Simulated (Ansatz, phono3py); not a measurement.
# Heat carried by phonons in NaF (Villiaumite, Fm-3m), part 2 of 4

Wanted: κ(T), lifetimes and mean free paths for NaF (Villiaumite).

What experiment has found for this phase:
- thermal conductivity 18.4 W/m/K near room temperature (given in “Combining the AFLOW GIBBS and Elastic Libraries to efficiently and robustly screen thermo-mechanical properties of solids”, 2017, arXiv:1611.05714)
- thermal conductivity 16.5 W/m/K near room temperature (given in “Predicting the lattice thermal conductivity of solids by solving the Boltzmann transport equation: AFLOW - AAPL an automated, accurate and efficient framework”, 2017, arXiv:1611.05481)

Ansatz 0.2.0; DFT PBEsol, scalar-relativistic, plane waves, PAW.

So far. Step 2 (A first coarse run): The start is under -0.34 GPa at this level and looks like an insulator or semiconductor on this mesh. Step 4 (Relaxing to small residual forces and stress): The residual pressure is -0.0039 GPa, small enough for phonons. The relaxed cell has a = 4.629 Å (conventional setting).

## (5) Third-order constants on small settings

A small supercell and a short cutoff cost little, and show how far such settings carry.

File input.yaml:

```yaml
crystal:
  lattice:
    - [0.0, 2.314569119, 2.314569119]
    - [2.314569119, 0.0, 2.314569119]
    - [2.314569119, 2.314569119, 0.0]
  atoms:
    - { symbol: Na, position: [0.0, 0.0, 0.0] }
    - { symbol: F, position: [0.5, 0.5, 0.5] }
kpoints:
  mp_grid: { grid: [6, 6, 6] }
hamiltonian:
  xc: pbesol
scf:
  occupations: { method: fixed }
output:
  eigenvalues: true
phonons:
  method: fd
  dielectric: true
  supercell: [2, 2, 2]
  temperatures: { t_max: 1000, t_step: 50 }
  qpath:
    path:
      - [[0.0, 0.0, 0.0], [0.5, 0.0, 0.5], [0.625, 0.25, 0.625]]
      - [[0.375, 0.375, 0.75], [0.0, 0.0, 0.0], [0.5, 0.5, 0.5], [0.5, 0.25, 0.75], [0.5, 0.0, 0.5]]
    npoints: 10
  third_order: { supercell: [2, 2, 2], pair_cutoff: 2.465 }
  lattice_thermal_conductivity:
    qmesh: [13, 13, 13]
    temperatures: [100.0, 150.0, 200.0, 300.0, 400.0, 500.0, 600.0, 800.0]
    isotope_mass_variance: [{ species: F, variance: 0.0 }, { species: Na, variance: 0.0 }]
```

Run with:

```
$ ansatz run input.yaml --threads 16 --pin off --max-ram 30720MiB --backend cpu --events-out ev --progress --plain --runs-dir out
```

Numbers of over 12 decimals in the logs are rounded to 6 here.

The log of the run:

```text
Warning: phonons.dielectric: true without phonons.rigid_motions: the static dielectric tensor ε⁰ will be withheld (ε∞, Z* and the rows of modes are given); for a crystal or a slab, whose only rigid motions are the translations, set phonons.rigid_motions: translations
Warning: phonons.third_order: as it is cut ahead of every solve, the batch solves 28 displaced supercells where 26 would do. It runs under 48 of the 384 operations that the crystal's space group holds on the batch's supercell: the run's FFT boxes carry no more. The force constants lose no accuracy. For the smaller batch, try basis.xc_grid above 1 where it is 1, a denser FFT box (accuracy: high where it is lower, or a larger basis.ecutrho_ratio), or the same crystal shifted so that one of its atoms lies at the cell's origin: each can bring back operations that the batch needs, and none is sure to; [rest of the remark cut]
[...]
Crystal: 16 atoms, lattice volume = 198.395 Å³
Basis set: ecut = 420 eV, 3839 PW (Γ), exchange–correlation on 90×90×90 points (8 copies of the dense FFT grid, shifted against one another)
Bands: 80, of which v1, the nominal top of the filled ones, is band 64 counted from 1 (63 counted from 0)
Symmetry: 384 space group operations
k-points: 4 of 27
[...]
SCF iter   1: F=—  HF=-18231.378304 eV  |F-HF|=—  |Δ(HF+E_count)|=         —  Δρ=5.57e-8  dr2=4.09e-12  ethr=1.00e-12  ⟨swp⟩=3.0  Hψ=784  notcnv=0
[...]
SCF iter   2: F=-18231.378304 eV  HF=-18231.378304 eV  |F-HF|=0.00e0  |Δ(HF+E_count)|=  3.64e-12  Δρ=1.70e-8  dr2=1.78e-13  ethr=1.00e-12  ⟨swp⟩=3.0  Hψ=685  notcnv=0
SCF 1 converged in 2 iterations: F = -18231.378304 eV  dr2 = 1.78e-13
[...]
Crystal: 2 atoms, lattice volume = 24.799 Å³
Basis set: ecut = 420 eV, 531 PW (Γ), exchange–correlation on 48×48×48 points (8 copies of the dense FFT grid, shifted against one another)
Bands: 12, of which v1, the nominal top of the filled ones, is band 8 counted from 1 (7 counted from 0)
Symmetry: 48 space group operations
k-points: 30 of 216 (irreducible under 8 space group operations, time reversal used)
[...]
SCF iter   3: F=-2278.922288 eV  HF=-2278.922288 eV  |F-HF|=2.59e-11  |Δ(HF+E_count)|=  5.28e-11  Δρ=4.37e-7  dr2=2.87e-11  ethr=1.00e-12  ⟨swp⟩=1.0  Hψ=891  notcnv=0
SCF 2 converged in 3 iterations: F = -2278.922288 eV  dr2 = 2.87e-11
[...]
NSCF: frozen V_eff on 2 k-points
DFPT response loops at Γ: preconditioner auto → none (the input reference at scf.mixing.eps_inf says where Resta's filter doesn't serve); β = 0.50; Broyden in place of MSR1
Symmetry: 8 space group operations
k-points: 6 of 27 (time reversal used)
[...]
SCF iter   1: F=—  HF=-18231.378156 eV  |F-HF|=—  |Δ(HF+E_count)|=         —  Δρ=1.84e-4  dr2=4.24e-5  ethr=1.49e-8  ⟨swp⟩=3.0  Hψ=1728  notcnv=0  defer=50
eigensolver tolerance schedule calibrated: the retry pair's looser diagonalisation under-reported the residual by θ = 0.55 (0.10/decade); ethr = c·dr2/N_el runs at the constant in force after the calibration composes with the one it found (an armed cap, an earlier calibration), c = 9.3e-2
SCF iter   2: F=—  HF=-18231.378146 eV  |F-HF|=—  |Δ(HF+E_count)|=   1.02e-5  Δρ=9.48e-5  dr2=1.22e-5  ethr=1.49e-8  ⟨swp⟩=2.0  Hψ=751  notcnv=0  defer=50
[...]
SCF iter   8: F=-18231.378292 eV  HF=-18231.378292 eV  |F-HF|=3.64e-12  |Δ(HF+E_count)|=  4.00e-11  Δρ=7.52e-8  dr2=6.18e-12  ethr=1.00e-12  ⟨swp⟩=5.0  Hψ=1800  notcnv=0
SCF 3 converged in 8 iterations: F = -18231.378292 eV  dr2 = 6.18e-12
[...]
SCF iter   8: F=-18231.378292 eV  HF=-18231.378292 eV  |F-HF|=0.00e0  |Δ(HF+E_count)|=  1.09e-11  Δρ=2.27e-8  dr2=5.43e-13  ethr=1.00e-12  ⟨swp⟩=4.8  Hψ=1675  notcnv=0
SCF 4 converged in 8 iterations: F = -18231.378292 eV  dr2 = 5.43e-13
[...]
SCF iter   4: F=-18231.378304 eV  HF=-18231.378304 eV  |F-HF|=1.98e-9  |Δ(HF+E_count)|=   2.15e-9  Δρ=1.08e-6  dr2=5.67e-10  ethr=1.00e-12  ⟨swp⟩=3.0  Hψ=848  notcnv=0
SCF 5 converged in 4 iterations: F = -18231.378304 eV  dr2 = 5.67e-10
[...]
SCF iter   9: F=-18231.376583 eV  HF=-18231.376583 eV  |F-HF|=3.27e-11  |Δ(HF+E_count)|=  2.62e-10  Δρ=1.03e-7  dr2=1.60e-11  ethr=1.00e-12  ⟨swp⟩=3.0  Hψ=1272  notcnv=0
SCF 6 converged in 9 iterations: F = -18231.376583 eV  dr2 = 1.60e-11
[...]
SCF iter   9: F=-18231.371386 eV  HF=-18231.371386 eV  |F-HF|=1.06e-10  |Δ(HF+E_count)|=  6.29e-10  Δρ=2.44e-7  dr2=8.17e-11  ethr=1.00e-12  ⟨swp⟩=2.0  Hψ=1620  notcnv=0
SCF 7 converged in 9 iterations: F = -18231.371386 eV  dr2 = 8.17e-11
Symmetry: 4 space group operations
k-points: 8 of 27 (time reversal used)
[...]
SCF 8 converged in 9 iterations: F = -18231.374865 eV  dr2 = 3.20e-11
Symmetry: 2 space group operations
k-points: 10 of 27 (time reversal used)
[...]
SCF 9 converged in 9 iterations: F = -18231.375135 eV  dr2 = 2.03e-11
[...]
SCF 10 converged in 8 iterations: F = -18231.374679 eV  dr2 = 9.34e-10
[...]
Symmetry: 1 space group operations
k-points: 14 of 27 (time reversal used)
[...]
SCF 11 converged in 8 iterations: F = -18231.374907 eV  dr2 = 5.94e-10
[...]
SCF 12 converged in 9 iterations: F = -18231.374913 eV  dr2 = 1.99e-11
[...]
SCF 13 converged in 8 iterations: F = -18231.375549 eV  dr2 = 8.01e-10
[...]
SCF 14 converged in 9 iterations: F = -18231.374906 eV  dr2 = 2.66e-11
[...]
SCF 15 converged in 8 iterations: F = -18231.374464 eV  dr2 = 4.42e-10
[...]
SCF 16 converged in 8 iterations: F = -18231.375552 eV  dr2 = 4.43e-10
[...]
SCF 17 converged in 9 iterations: F = -18231.374910 eV  dr2 = 5.93e-11
[...]
SCF 18 converged in 9 iterations: F = -18231.374031 eV  dr2 = 3.41e-11
[...]
SCF 19 converged in 7 iterations: F = -18231.376628 eV  dr2 = 6.79e-10
[...]
SCF 20 converged in 8 iterations: F = -18231.371568 eV  dr2 = 2.43e-10
[...]
SCF iter   9: F=-18231.374908 eV  HF=-18231.374908 eV  |F-HF|=3.64e-11  |Δ(HF+E_count)|=  1.46e-11  Δρ=1.15e-7  dr2=2.09e-11  ethr=1.00e-12  ⟨swp⟩=3.1  Hψ=2970  notcnv=0
SCF 25 converged in 9 iterations: F = -18231.374908 eV  dr2 = 2.09e-11
[...]
SCF iter   9: F=-18231.374911 eV  HF=-18231.374911 eV  |F-HF|=2.91e-11  |Δ(HF+E_count)|=  9.09e-11  Δρ=1.10e-7  dr2=1.97e-11  ethr=1.00e-12  ⟨swp⟩=3.0  Hψ=2968  notcnv=0
SCF 26 converged in 9 iterations: F = -18231.374911 eV  dr2 = 1.97e-11
[...]
SCF iter   9: F=-18231.374908 eV  HF=-18231.374908 eV  |F-HF|=4.00e-11  |Δ(HF+E_count)|=  1.46e-11  Δρ=1.16e-7  dr2=2.09e-11  ethr=1.00e-12  ⟨swp⟩=3.1  Hψ=2970  notcnv=0
SCF 27 converged in 9 iterations: F = -18231.374908 eV  dr2 = 2.09e-11
[...]
SCF iter   9: F=-18231.375549 eV  HF=-18231.375549 eV  |F-HF|=4.00e-11  |Δ(HF+E_count)|=  1.02e-10  Δρ=1.44e-7  dr2=3.59e-11  ethr=1.00e-12  ⟨swp⟩=3.0  Hψ=1696  notcnv=0
SCF 28 converged in 9 iterations: F = -18231.375549 eV  dr2 = 3.59e-11
[...]
SCF iter   9: F=-18231.374912 eV  HF=-18231.374912 eV  |F-HF|=4.00e-11  |Δ(HF+E_count)|=  1.16e-10  Δρ=1.01e-7  dr2=1.86e-11  ethr=1.00e-12  ⟨swp⟩=3.0  Hψ=2968  notcnv=0
SCF 29 converged in 9 iterations: F = -18231.374912 eV  dr2 = 1.86e-11
[...]
SCF iter   9: F=-18231.374031 eV  HF=-18231.374031 eV  |F-HF|=3.27e-11  |Δ(HF+E_count)|=  1.71e-10  Δρ=1.48e-7  dr2=3.53e-11  ethr=1.00e-12  ⟨swp⟩=3.0  Hψ=1696  notcnv=0
SCF 30 converged in 9 iterations: F = -18231.374031 eV  dr2 = 3.53e-11
[...]
SCF iter   8: F=-18231.375552 eV  HF=-18231.375552 eV  |F-HF|=3.38e-10  |Δ(HF+E_count)|=   1.14e-9  Δρ=5.19e-7  dr2=4.41e-10  ethr=1.00e-12  ⟨swp⟩=2.0  Hψ=1953  notcnv=0
SCF 31 converged in 8 iterations: F = -18231.375552 eV  dr2 = 4.41e-10
[...]
SCF iter   8: F=-18231.374904 eV  HF=-18231.374904 eV  |F-HF|=1.75e-10  |Δ(HF+E_count)|=  6.95e-10  Δρ=6.71e-7  dr2=5.65e-10  ethr=1.00e-12  ⟨swp⟩=4.0  Hψ=3552  notcnv=0
SCF 32 converged in 8 iterations: F = -18231.374904 eV  dr2 = 5.65e-10
[...]
SCF iter   8: F=-18231.374464 eV  HF=-18231.374464 eV  |F-HF|=4.80e-10  |Δ(HF+E_count)|=   1.42e-9  Δρ=8.20e-7  dr2=7.71e-10  ethr=1.00e-12  ⟨swp⟩=4.0  Hψ=1869  notcnv=0
SCF 33 converged in 8 iterations: F = -18231.374464 eV  dr2 = 7.71e-10
SCF converged after 2 iterations
Free energy (F): -18231.378304 eV
[...]
Internal energy: -18231.378304 eV  (E = F + TS)
E sigma→0 (E₀):  -18231.378304 eV
Fermi energy:    0.949917 eV
[...]
--- Band table (eV) ---
  k-point 0: bands = [... 60 lower, 0.6921, 0.9499, 0.9499, 0.9499, 7.1483, 11.5898, 11.5898, 11.5898, ... 12 higher]
  k-point 1: bands = [... 60 lower, 0.7553, 0.7553, 0.8848, 0.8848, 8.0807, 10.0604, 11.9269, 11.9269, ... 12 higher]
  k-point 2: bands = [... 60 lower, 0.6957, 0.6957, 0.8387, 0.8387, 8.3668, 11.0105, 11.2981, 11.2981, ... 12 higher]
  k-point 3: bands = [... 60 lower, 0.6900, 0.7229, 0.7229, 0.8115, 9.3324, 9.9796, 9.9796, 11.6284, ... 12 higher]
--- Phonons: 2 displaced members + reference (amplitude 0.0025 Å, Σ member SCF iterations 16) ---
  symmetry images taken by strict's conditions (phonons.symmetry_images: auto; settled by no image being taken that strict refuses)
  ASR residual: 2.303e-4 → 0.000e0 eV/Å²; symmetrization residual: 3.964e-5 eV/Å²
  largest component of a force at the reference: 1.3e-28 eV/Å
  ASR residual per site (eV/Å²): 2.30e-4 1.03e-5
  Γ frequencies (cm⁻¹): 0.00 0.00 0.00 239.36 239.36 239.36
  Unit cell's response to a homogeneous field, on a k mesh of 6×6×6: 1 representative field direction (Σ response iterations 6)
  ε∞ (high-frequency dielectric tensor):
        1.894774     0.000000     0.000000
        0.000000     1.894774    -0.000000
       -0.000000    -0.000000     1.894774
  ε⁰ (static dielectric tensor): not given — the deck does not say what the cell's rigid motions are, and on a molecule in a box or a wire the rigid rotations would enter the sum over the modes at Γ. For a crystal or a slab, whose only rigid motions are the translations, set phonons.rigid_motions: translations.
  Born effective charges Z* (e; rows j = field, columns β = displacement):
    site 0:
         1.01207   -0.00000    0.00000
        -0.00000    1.01207   -0.00000
        -0.00000   -0.00000    1.01207
    site 1:
        -1.01207    0.00000    0.00000
         0.00000   -1.01207    0.00000
         0.00000    0.00000   -1.01207
  Z* charge neutrality: 3.872e-5 e pre-enforcement
  k-mesh period / interband length: 19.6 Å / 0.86 Å = 22.90 at k = (0.0000, 0.0000, 0.0000), direct gap 6.198 eV — 14 or more, which is no proof of convergence
  optical modes at Γ without the LO–TO term, one row a degenerate level:
      ω (cm⁻¹)  modes    IR ((D/Å)²/amu)
        239.36      3             6.8152
  optical modes at Γ + LO–TO along q̂ = [1.0000, 0.0000, 0.0000]:
      ω (cm⁻¹)  modes    IR ((D/Å)²/amu)
        239.36      2             4.5435
        400.51      1             2.2717
  optical modes at Γ + LO–TO along q̂ = [0.0000, 1.0000, 0.0000]:
      ω (cm⁻¹)  modes    IR ((D/Å)²/amu)
        239.36      2             4.5435
        400.51      1             2.2717
  optical modes at Γ + LO–TO along q̂ = [0.0000, 0.0000, 1.0000]:
      ω (cm⁻¹)  modes    IR ((D/Å)²/amu)
        239.36      2             4.5435
        400.51      1             2.2717
  density of states and harmonic sums: on the 24×24×24 q-mesh, interpolated from the force constants of a 2×2×2 supercell (with the dipole–dipole term)
  largest difference from the sums on the solved wave vectors: F 5.74e-2 eV, S 8.99e-5 and C_V 3.21e-5 eV/K
  zero-point energy: 0.081021 eV/cell   skipped modes (ω ≤ 0): 3   left out of the sums: 3.62e-5 of the cell's modes: C_V's classical limit lies that fraction below 3 k_B per atom; for a crystal, a wire or a layer, F and S can be off by more, and a phonons.interpolated_qmesh denser along its periods is the remedy for the sampling
--- Third-order force constants: 28 member SCFs in a 2×2×2 supercell (pair cutoff 2.465 Å, amplitude 0.03 Å, SCF threshold 1.00e-9 eV, Σ member SCF iterations 240) ---
[...]
38 force-constant blocks with the first atom in the home cell, fitted with 6 parameters over 4 symmetry orbits; no atom triplet left out
  sum-rule residual: 2.336e-1 → 1.776e-15 eV/Å³; symmetrization residual: 5.025e-3 eV/Å³; largest sum-rule correction relative to its orbit: 3.632e-2, on the orbit of the block of home site 0 with site 1 of cell (-1, -1, 0) and site 0 of cell (0, 0, 0), whose norm before the correction was 8.109e0 eV/Å³
--- Lattice thermal conductivity: 13×13×13 mesh (84 irreducible points), tetrahedron method ---
  three-phonon and isotope scattering only; four-phonon, boundary and, in a metal, phonon-electron scattering are left out
  each conductivity is what the modes' populations carry and what the coherences between them add
  conductivity (a third of the tensor's trace), W/(m K), in the relaxation-time approximation and from the full solution:
       T (K)   relaxation time   full solution  iterations             ending  least Ritz value
      100.00          444.2249        461.2708          10          converged          3.387e-1
      150.00          240.4671        250.9303          10          converged          3.501e-1
      200.00          167.2965        174.8788          10          converged          3.532e-1
      300.00          105.7004        110.6147          10          converged          3.549e-1
      400.00           77.8511         81.4971          10          converged          3.554e-1
      500.00           61.8050         64.7065          10          converged          3.556e-1
      600.00           51.3250         53.7360          10          converged          3.557e-1
      800.00           38.4233         40.2262          10          converged          3.558e-1
```

Elapsed: 51 s, on 16 threads of Arm Neoverse N1, shared host; peak memory 1.2 GiB.

This step gave:

* Γ frequencies: 0, 0, 0, 239.4, 239.4, 239.4 cm⁻¹ (negative: imaginary)
* lowest frequency on the path: 0 cm⁻¹
* zero-point energy: 0.08102 eV/cell
* point group: m-3m
* highest frequency: 400.5 cm⁻¹
* Debye temperature from the second moment: 421 K
* κ at 300 K (relaxation time): 105.7 W/m/K
* κ at 300 K (full solution): 110.6 W/m/K
* dipole term: run
* mean free path at half of κ: 1160 nm
* share of κ above the three lowest branches: 0.046
* third-order blocks: 38
* periodic aliases dropped: 0
* largest relative sum-rule correction: 0.03632
* displaced cells, third order: 28

W/m/K. Kappa, by row:

```tsv
T (K)	RTA xx	RTA yy	RTA zz	full xx	full yy	full zz	coherence part xx	coherence part yy	coherence part zz	ending	iterations	least Ritz value
100	444.2	444.2	444.2	461.3	461.3	461.3	0.02464	0.02464	0.02464	converged	10	0.339
150	240.5	240.5	240.5	250.9	250.9	250.9	0.0593	0.0593	0.0593	converged	10	0.35
200	167.3	167.3	167.3	174.9	174.9	174.9	0.09167	0.09167	0.09167	converged	10	0.353
300	105.7	105.7	105.7	110.6	110.6	110.6	0.1456	0.1456	0.1456	converged	10	0.355
400	77.85	77.85	77.85	81.5	81.5	81.5	0.189	0.189	0.189	converged	10	0.355
500	61.8	61.8	61.8	64.71	64.71	64.71	0.2252	0.2252	0.2252	converged	10	0.356
600	51.33	51.33	51.33	53.74	53.74	53.74	0.256	0.256	0.256	converged	10	0.356
800	38.42	38.42	38.42	40.23	40.23	40.23	0.3052	0.3052	0.3052	converged	10	0.356
```

This rung gives 106 W/(m K) at 300 K by relaxation time, but with 16 atoms, 1 neighbour distance inside the cutoff and a 13×13×13 mesh it is a test, not the conductivity of the crystal.

(Part 2 of 4 ends here.)

[Logs are printed without paths, hosts, clocks, repeated set-up lines and the standing remarks that a program may print on its own settings, such as how far it seeks lower states.]

[Hosts, paths, dates, database ids (printed as entryN), source tags and the programs' standing remarks are cut or masked in the printed files.]

[A step with changed settings may run another functional than the one named; its input shows which.]

[Pressures of single members of a volume series are the stress at the run's cutoff; with an incomplete basis they can lie off −dE/dV of the same runs, and they are not shown converged.]
